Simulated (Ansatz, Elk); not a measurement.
## How far do independent atoms describe LiCu2SnAs2?

Structure refinements treat a crystal as free atoms side by side. For a made-up structure of LiCu2SnAs2 (cell and positions from a PBEsol relaxation) the runs below show what the calculated density changes in F(hkl).

Calculated with Elk 11.2.3 (patched build); DFT, PBE, all-electron APW+lo, Dirac cores, scalar-relativistic bands, static density, no spin.

This account leaves out most program logs.

The structure was built from a prototype and need not be the compound's stable phase.

## (1) Set-up

The structure is trigonal, space group P-3m1 (No. 164). The conventional cell has a = 4.086 Å, b = 4.086 Å, c = 6.932 Å, α = 90.00°, β = 90.00°, γ = 120.00°. Nearest to Sn lie 6 As at 2.99 Å. As has 4 Cu at 2.47 to 2.52 Å and 3 Li at 2.86 Å and 3 Sn at 2.99 Å nearest. Nearest to Cu lie 4 As at 2.47 to 2.52 Å and 3 Li at 2.52 Å. Nearest to Li lie 6 Cu at 2.52 Å and 6 As at 2.86 Å. Farther neighbours are not listed.

## (2) Ground state and structure factors

An all-electron density is needed, since X-rays see the cores too. Task 0 finds the density and task 195 Fourier-transforms it; tshift is off so that phases refer to the origin typed.

File elk.in:

```
tasks
  0
  195

xctype
  20

spinpol
  .false.

rgkmax
  7.0

gmaxvr
  14.0

lmaxo
  7

lmaxapw
  8

swidth
  0.002

tshift
  .false.

ramdisk
  .false.

hmaxvr
  5.5

maxscl
  120

epspot
  1e-06

sppath
  './'

avec
  7.72108159581 0.00000000000 -0.00000000000
  -3.86054079790 6.68665280666 -0.00000000000
  -0.00000000000 -0.00000000000 13.09974561869

atoms
  4
  'Sn.in'
  1
  0.0000000000 0.0000000000 0.0000000000   0.000000 0.000000 0.000000
  'As.in'
  2
  0.6666666667 0.3333333333 0.2655355417   0.000000 0.000000 0.000000
  0.3333333333 0.6666666667 0.7344644583   0.000000 0.000000 0.000000
  'Cu.in'
  2
  0.6666666667 0.3333333333 0.6289855697   0.000000 0.000000 0.000000
  0.3333333333 0.6666666667 0.3710144303   0.000000 0.000000 0.000000
  'Li.in'
  1
  -0.0000000000 0.0000000000 0.5000000000   0.000000 0.000000 0.000000

ngridk
  6 6 4
```

Command:

```sh
> OMP_NUM_THREADS=4 elk
```

It took 37 s on 4 threads of AMD EPYC 7B13 (Zen 3), shared host; peak memory 0.27 GiB.

SFACRHO.OUT:

```text

h k l indices transformed by vhmat matrix:
   1.000000000       0.000000000       0.000000000    
   0.000000000       1.000000000       0.000000000    
   0.000000000       0.000000000       1.000000000    

      h      k      l  multipl.   |H|            Re(F)            Im(F)           |F|

      0      0      0      1   0.0000000       177.00000     -0.26434247E-16   177.00000    
      0      0     -1      2  0.47964178      0.62945691     -0.14315840E-13  0.62945691    
      1     -1      0      6  0.93966077      -8.4755462     -0.29449100E-17   8.4755462    
      0      0      2      2  0.95928356      -13.118654      0.18280201E-13   13.118654    
     -1      1     -1      6   1.0549970       43.573282     -0.84284577E-14   43.573282    
      1     -1     -1      6   1.0549970       77.814372     -0.49259126E-14   77.814372    
      1     -1     -2      6   1.3428281       100.06559      0.26256569E-13   100.06559    
      0     -1     -2      6   1.3428281       37.419537     -0.20671140E-13   37.419537    
      0      0      3      2   1.4389253       86.636222     -0.32182017E-13   86.636222    
     -1      2      0      6   1.6275402       131.34108      0.62114820E-16   131.34108    
     -2      1     -1     12   1.6967449       1.6994458     -0.28356846E-13   1.6994458    
     -1      1      3      6   1.7185658      -51.102531      0.28784177E-13   51.102531    
     -1      0      3      6   1.7185658       76.084165     -0.20490071E-13   76.084165    
      2     -2      0      6   1.8793215      -6.1480599      0.88625711E-17   6.1480599    
     -2      1     -2     12   1.8892094      -10.259234     -0.32461793E-13   10.259234    
      0      0     -4      2   1.9185671       39.586119     -0.15645897E-13   39.586119    
     -2      2      1      6   1.9395633       35.148879      0.25517600E-14   35.148879    
      0      2      1      6   1.9395633       64.093771     -0.21419278E-14   64.093771
```

Elk indexes on the primitive cell of elk.in and gives |H| = 4π sin θ/λ in inverse bohr. Below, one row stands for each form hkl of the conventional cell (m members, Friedel mates merged), F is for one primitive cell and the density is static (no thermal factor). Free-atom factors are Waasmaier and Kirfel's, and R is Σm||F|−|F'||/Σm|F|.

```csv
hkl,m,sin θ/λ (Å⁻¹),"abs F, DFT",neutral atoms,diff.
001,2,0.072,0.629,0.793,-0.163
100,6,0.141,8.476,8.567,-0.091
002,2,0.144,13.119,12.986,+0.132
011,6,0.159,43.573,44.197,-0.623
101,6,0.159,77.814,77.596,+0.218
102,6,0.202,100.066,100.567,-0.501
012,6,0.202,37.419,36.946,+0.474
003,2,0.216,86.636,87.210,-0.573
110,6,0.245,131.341,132.318,-0.977
111,12,0.255,1.699,1.197,+0.503
103,6,0.258,51.102,51.908,-0.805
013,6,0.258,76.084,76.340,-0.256
200,6,0.283,6.148,6.550,-0.402
112,12,0.284,10.259,10.495,-0.236
004,2,0.288,39.586,39.289,+0.297
201,6,0.292,35.149,35.501,-0.352
021,6,0.292,64.094,64.174,-0.080
202,6,0.317,32.453,32.258,+0.195
022,6,0.317,83.447,83.977,-0.530
104,6,0.321,44.823,45.027,-0.204
014,6,0.321,22.455,22.553,-0.098
113,12,0.327,72.992,73.343,-0.350
```

## (3) The highest occupied states alone

An energy window below the Fermi level keeps the highest occupied states, to see at which angles they scatter; shallow core shells can lie inside it and anion s states outside. No new self-consistency is needed.

elk.in, as its differences from that of step 2:

```diff
@@ -1,3 +1,2 @@
 tasks
-  0
   195
@@ -40,2 +39,5 @@
 
+wsfac
+  -0.303560 0.547680
+
 sppath
```

Command:

```sh
> OMP_NUM_THREADS=4 elk
```

Elapsed: 11 s, on 4 threads; peak memory 0.18 GiB; 14 s of CPU time.

States within 15 eV below the Fermi level hold 37.00 electrons; any levels below the window count with the cores. Their amplitudes can exceed the total, where window and core parts have opposite phase:

```csv
hkl,sin θ/λ (Å⁻¹),"abs F, window","abs F, all"
001,0.072,12.602,0.629
100,0.141,9.283,8.476
002,0.144,3.772,13.119
011,0.159,13.053,43.573
101,0.159,0.676,77.814
102,0.202,12.673,100.066
012,0.202,10.035,37.419
003,0.216,10.004,86.636
110,0.245,11.697,131.341
111,0.255,7.634,1.699
```

## (4) Another functional

The difference from free atoms is small, so it is set against the change that LDA (Perdew-Wang) makes.

elk.in, as its differences from that of step 3:

```diff
@@ -1,2 +1,3 @@
 tasks
+  0
   195
@@ -4,3 +5,3 @@
 xctype
-  20
+  3
 
@@ -39,5 +40,2 @@
 
-wsfac
-  -0.303560 0.547680
-
 sppath
```

Command:

```sh
> OMP_NUM_THREADS=4 elk
```

Run time: 20 s. Hardware: 4 threads; peak memory 0.2 GiB.

Against the first run R = 0.06 %; the largest change is -0.083 at 300.

## (5) A coarser k-mesh

About half the k-points along each axis test the sampling.

elk.in, as its differences from that of step 4:

```diff
@@ -5,3 +5,3 @@
 xctype
-  3
+  20
 
@@ -66,2 +66,2 @@
 ngridk
-  6 6 4
+  3 3 2
```

Command:

```sh
> OMP_NUM_THREADS=4 elk
```

It took 23 s on 4 threads; peak memory 0.26 GiB; 47 s of CPU time.

Against the first run R = 0.01 %; the largest change is +0.023 at 101.

## (6) Settings against the effect

```csv
run,R against the first run (%),"R against neutral atoms, low angle (%)",wall time
"PBE, rgkmax 7",0.00,0.95,37 s
LDA (Perdew-Wang),0.06,0.94,20 s
k-mesh 3×3×2,0.01,0.96,23 s
```

## (7) Summary of results

```
R against neutral atoms, sin θ/λ < 0.3 Å⁻¹ : 0.95 %
R against neutral atoms, 0.3 to 0.72 Å⁻¹   : 0.24 %
```

**Reading.** Independent neutral atoms miss the calculated amplitudes by R = 0.95 % below 0.3 Å⁻¹ and 0.24 % from there to 0.72 Å⁻¹; by shells, 1.45 % below 0.15 Å⁻¹ (3 forms), 0.94 % 0.15 to 0.3 (14 forms), 0.29 % 0.3 to 0.45 (27 forms), 0.22 % above 0.45 (105 forms). Bonding, aspherical density and the tables' own atoms all enter these figures, and the runs don't part them. The largest change of an amplitude is -0.98 electrons, at 110. Weak lines can change much in proportion: 111 goes from 1.20 to 1.70. The window's part falls from 37.0 electrons at the origin to at most 4.86 between 0.45 and 0.72 Å⁻¹, where compact states inside the window still scatter. Below 0.3 Å⁻¹ the changes that finished (LDA (Perdew-Wang) and k-mesh 3×3×2) move F by R = 0.03 % at most, against the 0.95 % that separates it from free atoms. The basis has no finished test. These runs have no spin, though d or f shells may be open. Part of the difference isn't bonding: the tables are fits to free atoms and ions calculated by other methods than this functional. Thermal motion, anomalous dispersion and extinction are left out.

[Logs are printed without paths, hosts, clocks, repeated set-up lines and the standing remarks that a program may print on its own settings, such as how far it seeks lower states.]

[Hosts, paths, dates, database ids (printed as entryN), source tags and the programs' standing remarks are cut or masked in the printed files.]
